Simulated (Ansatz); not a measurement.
# La on Cr(110): change of the work function

How does one ordered layer of La (longbridge site) change the work function of Cr(110), and what dipole does each adsorbate carry?

Program: Ansatz 0.2.0. Level of theory: plane-wave DFT, PBE-D3(BJ), Ansatz PAW. Values are calculated unless marked as measured.

## Step 1: Set-up

The cell holds 4 atoms: 4 Cr. Its edges and angles: a = 2.494 Å, b = 2.494 Å, c = 24.109 Å, α = 90.0°, β = 90.0°, γ = 70.5°. Vacuum lies along c.

## Step 2: The clean slab

The bare slab comes first, as the zero from which every change is counted. The two lowest layers are held at bulk places and the upper ones relax. The dipole correction removes the false field that a one-sided slab makes across the periodic vacuum, so each face gets a flat vacuum level of its own.

The input, input.yaml:

```yaml
crystal:
  lattice:
    - [2.0364675298, -1.44, 0.0]
    - [2.0364675298, 1.44, 0.0]
    - [0.0, 0.0, 24.1094025895]
  atoms:
    - { symbol: Cr, position: [0.0, 0.0, 0.3732983415] }
    - { symbol: Cr, position: [0.5, 0.5, 0.4577661138] }
    - { symbol: Cr, position: [0.0, 0.0, 0.5422338862] }
    - { symbol: Cr, position: [0.5, 0.5, 0.6267016585] }
kpoints:
  mp_grid: { grid: [13, 13, 1] }
hamiltonian:
  xc: pbe
  dispersion: d3bj
scf:
  occupations: { method: fermi_dirac, width: 0.1 }
  convergence: { dr2_threshold: 1.0e-08 }
efield:
  axis: 3
  dipole_correction: true
  ramp_position: 0.97
  ramp_width: 0.06
relax:
  f_tol: 0.02
  max_steps: 60
  constraints: [{ sites: [0, 1] }]
output:
  write_potential: true
  write_density: true
  volumetric_format: npy
```

On the command line:

```bash
> ansatz run input.yaml --threads 4 --pin off --max-ram 6144MiB --backend cpu --events-out ev --progress --plain --runs-dir out
```

Log:

```text
Engine: ansatz 0.2.0, aarch64-unknown-linux-gnu
Pseudopotentials: kind: paw
Pseudopotential: Cr, paw, valence charge 14, recommended cutoff 420 eV (normal), Cr.paw.azcp
Functional definition: PBE
  parameter kappa = 0.804
  parameter beta = 0.066725
  exchange = pbe_x(kappa = kappa, mu = beta*pi^2/3)
  correlation = pbe_c(beta = beta)
Crystal: 4 atoms, lattice volume = 141.402 Å³
Basis set: ecut = 420 eV, 2751 PW (Γ), exchange–correlation on 36×36×324 points (8 copies of the dense FFT grid, shifted against one another)
Bands: 34, of which v1, the nominal top of the filled ones, is band 28 counted from 1 (27 counted from 0)
Symmetry: 4 space group operations
k-points: 49 of 169
Non-local potential: Cr, projectors of the file, l = 0: 3, l = 1: 2, l = 2: 3, l = 3: 1
PAW form: soft (Blöchl's): semilocal exchange-correlation on the pseudo side does not see the compensation charge
PAW one-centre angular grid: Cr, 590 points (default); XC on 64 Gauss nodes
Initial density: superposition of atomic densities (neutral atoms: chi_scale 0, normalization atom), corrected by the library's trained network
Initial wavefunctions: pseudopotential atomic-orbital guess
Functional: x = pbe(κ = 0.804, μ = 0.219515), c = pbe(β = 0.066725)
SCF iter   1: F=—  HF=-13509.896345 eV  |F-HF|=—  |Δ(HF+E_count)|=         —  Δρ=2.68e-3  dr2=6.33e-2  ethr=1.77e-3  p=0.000 e·Å  D=3.33e-13 V/Å  ΔV_dip=-0.00 eV  dr2_dipole=5.96e-9  V_vac-E_F(+/−)=4.45/4.45 eV  ⟨swp⟩=7.8  Hψ=16659  notcnv=0
efield: sawtooth ramp at fractional position 0.9700 (set: `efield.ramp_position`, or a place that a band, a saddle search or an elastic batch's reference lends), width 0.0600; the density the first Hamiltonian is built on has a dipole p = 0.000 e·Å; the dipole correction subtracts the counter field D = 3.33e-13 V/Å, which shifts the + side's vacuum level by -0.00 eV against the − side's; the planar-averaged density in the ramp window peaks in size at 2.1e-5 e/Å³
automatic band count: the SCF goes on with 40 bands, as 34 were too few: the levels above may hold too much charge
preconditioner: auto → LDOS  [metal: Δε(μ)=0.010 eV  Ē_g=4.004 eV  σ=0.100 eV  W_gap=0.03  n_scr=16 (ndim 8)  ℏωp=15.3 eV  f_vac=0.593  D(μ)=4.70/eV (n_scr^D=18)  β→1.0]
SCF iter   2: F=—  HF=-13509.900581 eV  |F-HF|=—  |Δ(HF+E_count)|=   4.24e-3  Δρ=3.70e-3  dr2=1.79e-2  ethr=1.13e-4  p=-0.000 e·Å  D=-2.60e-5 V/Å  ΔV_dip=0.00 eV  dr2_dipole=1.58e-7  V_vac-E_F(+/−)=4.82/4.82 eV  ⟨swp⟩=2.3  Hψ=3973  notcnv=0
SCF iter   3: F=—  HF=-13509.896724 eV  |F-HF|=—  |Δ(HF+E_count)|=   3.86e-3  Δρ=1.58e-3  dr2=4.54e-3  ethr=3.19e-5  p=0.000 e·Å  D=7.11e-7 V/Å  ΔV_dip=-0.00 eV  dr2_dipole=3.47e-9  V_vac-E_F(+/−)=4.80/4.80 eV  ⟨swp⟩=3.1  Hψ=4195  notcnv=0
SCF iter   4: F=—  HF=-13509.896374 eV  |F-HF|=—  |Δ(HF+E_count)|=   3.50e-4  Δρ=3.38e-4  dr2=4.56e-4  ethr=8.10e-6  p=0.000 e·Å  D=4.75e-6 V/Å  ΔV_dip=-0.00 eV  dr2_dipole=1.50e-8  V_vac-E_F(+/−)=4.84/4.84 eV  ⟨swp⟩=1.7  Hψ=2113  notcnv=0
SCF iter   5: F=—  HF=-13509.896386 eV  |F-HF|=—  |Δ(HF+E_count)|=   1.23e-5  Δρ=8.97e-5  dr2=3.52e-5  ethr=8.15e-7  p=0.000 e·Å  D=2.85e-6 V/Å  ΔV_dip=-0.00 eV  dr2_dipole=7.07e-8  V_vac-E_F(+/−)=4.89/4.89 eV  ⟨swp⟩=2.1  Hψ=2730  notcnv=0
SCF iter   6: F=—  HF=-13509.896326 eV  |F-HF|=—  |Δ(HF+E_count)|=   6.00e-5  Δρ=8.55e-5  dr2=2.34e-5  ethr=6.29e-8  p=0.000 e·Å  D=3.48e-6 V/Å  ΔV_dip=-0.00 eV  dr2_dipole=2.35e-8  V_vac-E_F(+/−)=4.90/4.90 eV  ⟨swp⟩=3.2  Hψ=3222  notcnv=0
SCF iter   7: F=—  HF=-13509.896326 eV  |F-HF|=—  |Δ(HF+E_count)|=   1.92e-7  Δρ=2.01e-5  dr2=9.11e-7  ethr=4.18e-8  p=0.000 e·Å  D=7.18e-7 V/Å  ΔV_dip=-0.00 eV  dr2_dipole=2.06e-9  V_vac-E_F(+/−)=4.90/4.90 eV  ⟨swp⟩=2.0  Hψ=2579  notcnv=0
SCF iter   8: F=—  HF=-13509.896314 eV  |F-HF|=—  |Δ(HF+E_count)|=   1.20e-5  Δρ=1.43e-5  dr2=4.53e-7  ethr=1.63e-9  p=0.000 e·Å  D=8.80e-7 V/Å  ΔV_dip=-0.00 eV  dr2_dipole=3.27e-9  V_vac-E_F(+/−)=4.90/4.90 eV  ⟨swp⟩=3.2  Hψ=3499  notcnv=0
SCF iter   9: F=—  HF=-13509.896314 eV  |F-HF|=—  |Δ(HF+E_count)|=   9.91e-8  Δρ=5.40e-6  dr2=9.90e-8  ethr=8.09e-10  p=0.000 e·Å  D=3.07e-7 V/Å  ΔV_dip=-0.00 eV  dr2_dipole=9.63e-11  V_vac-E_F(+/−)=4.90/4.90 eV  ⟨swp⟩=2.3  Hψ=2534  notcnv=0
SCF iter  10: F=-13509.896314 eV  HF=-13509.896314 eV  |F-HF|=2.22e-9  |Δ(HF+E_count)|=   4.25e-8  Δρ=1.42e-6  dr2=5.28e-9  ethr=1.79e-11  p=0.000 e·Å  D=1.45e-7 V/Å  ΔV_dip=-0.00 eV  dr2_dipole=1.82e-12  V_vac-E_F(+/−)=4.90/4.90 eV  ⟨swp⟩=8.4  Hψ=12603  notcnv=0
SCF 1 converged in 10 iterations: F = -13509.896314 eV  dr2 = 5.28e-9
  greatest PAW one-centre occupation: 1.000 electrons in one spin orbital (limit 2), on the Cr atom at site 2 (counted from 0), in its partial waves of l = 0
relax step   1: F+E_penalty+E_count = -13509.89631443 eV  Δ(F+E_penalty+E_count) = +0.000e0 eV  max|allowed force component| = 8.406e-1 eV/Å  Δτ_max = 0.0000 Å  (10 SCF iters, accepted)
Bands: 40, of which v1, the nominal top of the filled ones, is band 28 counted from 1 (27 counted from 0)
Initial density: handed on by an earlier stage of this run
Initial wavefunctions: those handed on with the density
SCF iter   1: F=—  HF=-13510.030610 eV  |F-HF|=—  |Δ(HF+E_count)|=         —  Δρ=2.09e-2  dr2=2.10e0  ethr=3.10e-3  p=-0.000 e·Å  D=-7.81e-7 V/Å  ΔV_dip=0.00 eV  dr2_dipole=2.76e-1  V_vac-E_F(+/−)=4.90/4.90 eV  ⟨swp⟩=4.5  Hψ=5495  notcnv=0
efield: sawtooth ramp at fractional position 0.9700 (set: `efield.ramp_position`, or a place that a band, a saddle search or an elastic batch's reference lends), width 0.0600; the density the first Hamiltonian is built on has a dipole p = -0.000 e·Å; the dipole correction subtracts the counter field D = -7.81e-7 V/Å, which shifts the + side's vacuum level by +0.00 eV against the − side's; the planar-averaged density in the ramp window peaks in size at 5.8e-6 e/Å³
preconditioner: auto → LDOS  [metal: Δε(μ)=0.038 eV  Ē_g=4.108 eV  σ=0.100 eV  W_gap=0.09  n_scr=16 (ndim 8)  ℏωp=15.3 eV  f_vac=0.596  D(μ)=5.02/eV (n_scr^D=18)  β→1.0]
SCF iter   2: F=—  HF=-13509.990313 eV  |F-HF|=—  |Δ(HF+E_count)|=   4.03e-2  Δρ=1.18e-2  dr2=2.26e-1  ethr=3.10e-3  p=0.001 e·Å  D=1.70e-3 V/Å  ΔV_dip=-0.04 eV  dr2_dipole=4.58e-4  V_vac-E_F(+/−)=4.91/4.95 eV  ⟨swp⟩=2.0  Hψ=2754  notcnv=0
SCF iter   3: F=—  HF=-13509.972770 eV  |F-HF|=—  |Δ(HF+E_count)|=   1.75e-2  Δρ=7.93e-3  dr2=9.00e-2  ethr=4.04e-4  p=0.005 e·Å  D=5.93e-3 V/Å  ΔV_dip=-0.14 eV  dr2_dipole=1.05e-3  V_vac-E_F(+/−)=4.77/4.92 eV  ⟨swp⟩=2.6  Hψ=3720  notcnv=0
[...]
SCF iter   8: F=—  HF=-13509.963233 eV  |F-HF|=—  |Δ(HF+E_count)|=   6.50e-5  Δρ=2.48e-5  dr2=1.51e-6  ethr=6.11e-9  p=0.003 e·Å  D=3.90e-3 V/Å  ΔV_dip=-0.09 eV  dr2_dipole=1.18e-7  V_vac-E_F(+/−)=4.82/4.92 eV  ⟨swp⟩=3.2  Hψ=3788  notcnv=0
SCF iter   9: F=—  HF=-13509.963233 eV  |F-HF|=—  |Δ(HF+E_count)|=   1.99e-7  Δρ=9.68e-6  dr2=3.13e-7  ethr=2.69e-9  p=0.003 e·Å  D=3.90e-3 V/Å  ΔV_dip=-0.09 eV  dr2_dipole=4.85e-8  V_vac-E_F(+/−)=4.82/4.92 eV  ⟨swp⟩=2.7  Hψ=2620  notcnv=0
SCF iter  10: F=—  HF=-13509.963234 eV  |F-HF|=—  |Δ(HF+E_count)|=   1.71e-7  Δρ=4.63e-6  dr2=4.17e-8  ethr=5.59e-10  p=0.003 e·Å  D=3.89e-3 V/Å  ΔV_dip=-0.09 eV  dr2_dipole=4.82e-10  V_vac-E_F(+/−)=4.82/4.92 eV  ⟨swp⟩=2.8  Hψ=2875  notcnv=0
SCF iter  11: F=-13509.963234 eV  HF=-13509.963234 eV  |F-HF|=5.33e-10  |Δ(HF+E_count)|=   7.10e-9  Δρ=1.71e-6  dr2=5.25e-9  ethr=1.79e-11  p=0.003 e·Å  D=3.89e-3 V/Å  ΔV_dip=-0.09 eV  dr2_dipole=8.90e-12  V_vac-E_F(+/−)=4.82/4.92 eV  ⟨swp⟩=10.0  Hψ=12193  notcnv=0
SCF 2 converged in 11 iterations: F = -13509.963234 eV  dr2 = 5.25e-9
relax step   2: F+E_penalty+E_count = -13509.96323364 eV  Δ(F+E_penalty+E_count) = -6.692e-2 eV  max|allowed force component| = 3.653e-1 eV/Å  Δτ_max = 0.1342 Å  (11 SCF iters, accepted)
iter 1 solved again at ethr=7.00e-4 eV; its pass at ethr=3.10e-3 eV (dr2=3.92e-1 eV) is discarded
SCF iter   1: F=—  HF=-13509.990570 eV  |F-HF|=—  |Δ(HF+E_count)|=         —  Δρ=9.89e-3  dr2=3.67e-1  ethr=7.00e-4  p=0.003 e·Å  D=3.89e-3 V/Å  ΔV_dip=-0.09 eV  dr2_dipole=1.45e-2  V_vac-E_F(+/−)=4.83/4.93 eV  ⟨swp⟩=1.5  Hψ=6775  notcnv=0
efield: sawtooth ramp at fractional position 0.9700 (set: `efield.ramp_position`, or a place that a band, a saddle search or an elastic batch's reference lends), width 0.0600; the density the first Hamiltonian is built on has a dipole p = 0.003 e·Å; the dipole correction subtracts the counter field D = 3.89e-3 V/Å, which shifts the + side's vacuum level by -0.09 eV against the − side's; the planar-averaged density in the ramp window peaks in size at 8.6e-6 e/Å³
preconditioner: auto → LDOS  [metal: Δε(μ)=0.043 eV  Ē_g=4.146 eV  σ=0.100 eV  W_gap=0.11  n_scr=16 (ndim 8)  ℏωp=15.3 eV  f_vac=0.601  D(μ)=4.76/eV (n_scr^D=18)  β→1.0]
SCF iter   2: F=—  HF=-13509.981711 eV  |F-HF|=—  |Δ(HF+E_count)|=   8.86e-3  Δρ=6.53e-3  dr2=8.40e-2  ethr=6.56e-4  p=0.004 e·Å  D=5.33e-3 V/Å  ΔV_dip=-0.13 eV  dr2_dipole=2.72e-4  V_vac-E_F(+/−)=4.80/4.93 eV  ⟨swp⟩=2.0  Hψ=2546  notcnv=0
SCF iter   3: F=—  HF=-13509.976425 eV  |F-HF|=—  |Δ(HF+E_count)|=   5.29e-3  Δρ=3.40e-3  dr2=1.69e-2  ethr=1.50e-4  p=0.006 e·Å  D=7.04e-3 V/Å  ΔV_dip=-0.17 eV  dr2_dipole=1.26e-4  V_vac-E_F(+/−)=4.76/4.93 eV  ⟨swp⟩=2.1  Hψ=3185  notcnv=0
SCF iter   4: F=—  HF=-13509.974858 eV  |F-HF|=—  |Δ(HF+E_count)|=   1.57e-3  Δρ=4.54e-4  dr2=7.86e-4  ethr=3.02e-5  p=0.005 e·Å  D=6.36e-3 V/Å  ΔV_dip=-0.15 eV  dr2_dipole=1.21e-4  V_vac-E_F(+/−)=4.77/4.93 eV  ⟨swp⟩=2.0  Hψ=2576  notcnv=0
SCF iter   5: F=—  HF=-13509.974782 eV  |F-HF|=—  |Δ(HF+E_count)|=   7.63e-5  Δρ=1.59e-4  dr2=1.70e-4  ethr=1.40e-6  p=0.005 e·Å  D=6.36e-3 V/Å  ΔV_dip=-0.15 eV  dr2_dipole=4.16e-5  V_vac-E_F(+/−)=4.77/4.93 eV  ⟨swp⟩=2.1  Hψ=2703  notcnv=0
SCF iter   6: F=—  HF=-13509.974799 eV  |F-HF|=—  |Δ(HF+E_count)|=   1.68e-5  Δρ=2.24e-4  dr2=7.93e-5  ethr=3.03e-7  p=0.005 e·Å  D=6.41e-3 V/Å  ΔV_dip=-0.15 eV  dr2_dipole=4.00e-6  V_vac-E_F(+/−)=4.77/4.93 eV  ⟨swp⟩=2.1  Hψ=2665  notcnv=0
SCF iter   7: F=—  HF=-13509.974751 eV  |F-HF|=—  |Δ(HF+E_count)|=   4.74e-5  Δρ=8.96e-5  dr2=1.27e-5  ethr=1.42e-7  p=0.005 e·Å  D=6.41e-3 V/Å  ΔV_dip=-0.15 eV  dr2_dipole=3.41e-7  V_vac-E_F(+/−)=4.77/4.92 eV  ⟨swp⟩=2.2  Hψ=2582  notcnv=0
SCF iter   8: F=—  HF=-13509.974748 eV  |F-HF|=—  |Δ(HF+E_count)|=   3.27e-6  Δρ=1.67e-5  dr2=7.45e-7  ethr=2.26e-8  p=0.005 e·Å  D=6.45e-3 V/Å  ΔV_dip=-0.16 eV  dr2_dipole=6.78e-8  V_vac-E_F(+/−)=4.77/4.92 eV  ⟨swp⟩=2.1  Hψ=2939  notcnv=0
SCF iter   9: F=—  HF=-13509.974739 eV  |F-HF|=—  |Δ(HF+E_count)|=   9.46e-6  Δρ=1.63e-5  dr2=4.89e-7  ethr=1.33e-9  p=0.005 e·Å  D=6.46e-3 V/Å  ΔV_dip=-0.16 eV  dr2_dipole=4.31e-8  V_vac-E_F(+/−)=4.77/4.92 eV  ⟨swp⟩=3.2  Hψ=4001  notcnv=0
SCF iter  10: F=—  HF=-13509.974739 eV  |F-HF|=—  |Δ(HF+E_count)|=   1.81e-8  Δρ=4.43e-6  dr2=2.37e-8  ethr=8.74e-10  p=0.005 e·Å  D=6.45e-3 V/Å  ΔV_dip=-0.16 eV  dr2_dipole=1.00e-9  V_vac-E_F(+/−)=4.77/4.92 eV  ⟨swp⟩=1.7  Hψ=2277  notcnv=0
SCF iter  11: F=-13509.974739 eV  HF=-13509.974739 eV  |F-HF|=2.26e-9  |Δ(HF+E_count)|=   1.79e-8  Δρ=1.69e-6  dr2=5.43e-9  ethr=1.79e-11  p=0.005 e·Å  D=6.46e-3 V/Å  ΔV_dip=-0.16 eV  dr2_dipole=2.06e-10  V_vac-E_F(+/−)=4.77/4.92 eV  ⟨swp⟩=10.0  Hψ=12084  notcnv=0
SCF 3 converged in 11 iterations: F = -13509.974739 eV  dr2 = 5.43e-9
relax step   3: F+E_penalty+E_count = -13509.97473863 eV  Δ(F+E_penalty+E_count) = -1.150e-2 eV  max|allowed force component| = 1.247e-2 eV/Å  Δτ_max = 0.0701 Å  (11 SCF iters, accepted)
NSCF: frozen V_eff on 49 k-points
the band table was solved once a step of the walk had ended and its energy, with any forces and stress, was formed, with the checks that follow a solve (8441 applications of the Hamiltonian). They found nothing against the state; the energy, forces and stress were not computed again (output.eigenvalues in the input reference)
SCF converged after 11 iterations
Free energy (F): -13509.974739 eV
Harris-Foulkes:  -13509.974739 eV  (|F-HF|=2.26e-9)
Internal energy: -13509.820342 eV  (E = F + TS)
E sigma→0 (E₀):  -13509.897541 eV
Entropy (-TS):   -0.154396 eV (-38.599 meV/atom)
Fermi energy:    3.226016 eV
Dipole field:    D = 0.006479 V/Å  (p = 0.005063 e·Å, saw-weighted, corrected)
Work function:   Φ+ = 4.7688 eV   Φ− = 4.9250 eV
Levels:          The Fermi level and band energies are counted from a zero that moves with the ramp; work functions are not
--- Per-component energies (eV) ---
  E_band       = -1478.263302
  E_kinetic    = 1369.597426
  E_local      = -94611.467601  (includes V_loc(G=0)·N_el)
  E_nonlocal   = 316.663945
  E_hartree    = 46558.530900
  E_xc         = -557.052778
  E_vxc        = -710.418585  (∫ρ·V_xc dr)
  E_paw        = -4780.831402  (= ΣΔE_a)
  E_vpaw       = -959.732209  (= ΣTr[D̂ρ^β])
  E_aug_tail   = 0.001474  (compensation charges beyond the density's cutoff)
  E_efield     = 0.000016  (sawtooth field / dipole correction)
  E_vefield    = 0.023598  (∫n·V_field dr)
  E_ewald      = 38196.146723
  E_disp       = -1.409047  (pairwise vdW)
  E_smearing   = -0.154396  (= −TS)
  E_closure    = -0.000000  (closes the sum)
  Σ components = -13509.974739   (vs F -13509.974739, Δ=0.00e0)
--- Forces (eV/Å), atoms counted from 1 ---
  atom   1  Cr     0.00000000     0.00000000     0.76640095
  atom   2  Cr    -0.00000000     0.00000000    -0.78555340
  atom   3  Cr     0.00000000     0.00000000     0.01246701
  atom   4  Cr     0.00000000     0.00000000     0.00667816
  max |Σ_I F_I| component: 7.28e-6 eV/Å
--- Band table (eV; the first three rows and the last of 49) ---
  k-point 0: bands = [... 24 lower, 2.2464, 2.3410, 2.3948, 2.4035, 3.1428, 3.4719, 4.0501, 4.0677, ... 8 higher]
  k-point 1: bands = [... 24 lower, 2.0881, 2.2986, 2.4620, 2.6312, 2.9261, 3.5448, 3.7104, 3.9705, ... 8 higher]
  k-point 2: bands = [... 24 lower, 2.0020, 2.1450, 2.4201, 2.7245, 2.9846, 3.0833, 3.8737, 3.9273, ... 8 higher]
  k-point 48: bands = [... 24 lower, 2.0845, 3.4049, 3.5802, 4.0531, 4.1623, 4.3376, 4.7257, 5.1919, ... 8 higher]
--- Relaxed structure (3 steps of the walk, 3 accepted, 0 SCFs on fresh bases) ---
  F+E_penalty+E_count = -13509.97473863 eV   max|allowed force component| = 1.247e-2 eV/Å
  atoms:
    - { symbol: Cr, position: [0.0, 0.0, 0.3732983415] }
    - { symbol: Cr, position: [0.500000, 0.500000, 0.4577661138] }
    - { symbol: Cr, position: [-2.268712e-18, -2.268712e-18, 0.539932] }
    - { symbol: Cr, position: [0.500000, 0.500000, 0.618227] }
```

Wall time 43 s (4 threads of Arm Neoverse N1, shared host); peak memory 0.57 GiB.

Reading the cycles: dr2 is the Hartree energy of the density residual (eV), the measure of convergence; HF is the Harris–Foulkes estimate of the energy, which meets the free energy F at convergence.

This run has no spin polarisation, although Cr can carry a moment.

Relaxation path:

```
step  energy less that of the first step (eV)  largest force component (eV/Å)
   1                                   0.0000                          0.8406
   2                                  -0.0669                          0.3653
   3                                  -0.0784                          0.0125
```

Forces are held to the 4 operations that the program found; a distortion that breaks them can't arise in this run.

The atoms that moved most (Å):

```
atom     dx     dy      dz  length
 Cr4  0.000  0.000  -0.204   0.204
 Cr3  0.000  0.000  -0.055   0.055
```

Final coordinates:

```cif
data_structure
_symmetry_space_group_name_H-M 'P 1'
_symmetry_Int_Tables_number 1
_cell_length_a 2.4942
_cell_length_b 2.4942
_cell_length_c 24.1094
_cell_angle_alpha 90.000
_cell_angle_beta 90.000
_cell_angle_gamma 70.529
_cell_volume 141.40
loop_
_atom_site_label
_atom_site_type_symbol
_atom_site_fract_x
_atom_site_fract_y
_atom_site_fract_z
_atom_site_occupancy
Cr1 Cr 0.00000 0.00000 0.37330 1
Cr2 Cr 0.50000 0.50000 0.45777 1
Cr3 Cr 0.00000 0.00000 0.53993 1
Cr4 Cr 0.50000 0.50000 0.61823 1
```

This step gave:

```yaml
energy_at_zero_smearing: -13509.8975 eV
work_function_upper_face: 4.769 eV
work_function_lower_face: 4.925 eV
dipole_along_the_normal: 0.005063 e·Å
step_between_the_vacuum_levels: -0.1562 eV
```

Running mean over 2.036 Å of the planar mean; the ramp of the sawtooth is left out. The electron's electrostatic potential energy less the Fermi level by z:

```
z (Å)  electron's electrostatic potential energy less the Fermi level (eV)
  3.0                                                                 4.92
  3.5                                                                 4.92
  4.0                                                                 4.92
  4.5                                                                 4.92
  5.0                                                                 4.92
  5.5                                                                 4.89
  6.0                                                                 4.82
  6.5                                                                 4.59
  7.0                                                                 3.86
  7.5                                                                 1.37
  8.0                                                                -3.33
  8.5                                                                -7.77
  9.0                                                                -9.55
  9.5                                                                -9.75
 10.0                                                                -9.81
 10.5                                                                -9.89
 11.0                                                               -10.00
 11.5                                                                -10.3
 12.0                                                                -10.5
 12.5                                                                -10.4
 13.0                                                                -10.3
 13.5                                                                -10.9
 14.0                                                                -11.2
 14.5                                                                -10.6
 15.0                                                                -9.61
 15.5                                                                -7.14
 16.0                                                                -2.44
 16.5                                                                 1.95
 17.0                                                                 3.93
 17.5                                                                 4.51
 18.0                                                                 4.69
 18.5                                                                 4.75
 19.0                                                                 4.76
 19.5                                                                 4.77
 20.0                                                                 4.77
 20.5                                                                 4.77
 21.0                                                                 4.77
```

The relaxation took 3 steps and lowered the energy by 0.078 eV; the largest force on the free atoms ends at 0.012 eV/Å.

The work function of the upper face is 4.77 eV.

(Continued in part 2 of 4.)

[Long decimals in the printed logs are rounded to 6 places.]

[Logs are printed without paths, hosts, clocks, repeated set-up lines and the standing remarks that a program may print on its own settings, such as how far it seeks lower states.]

[Hosts, paths, dates, database ids (printed as entryN), source tags and the programs' standing remarks are cut or masked in the printed files.]

[Maps of the electrostatic potential energy from Ansatz leave out the sawtooth potential of an applied field or a dipole correction, so their vacuum need not be flat; planar profiles and work functions include it.]
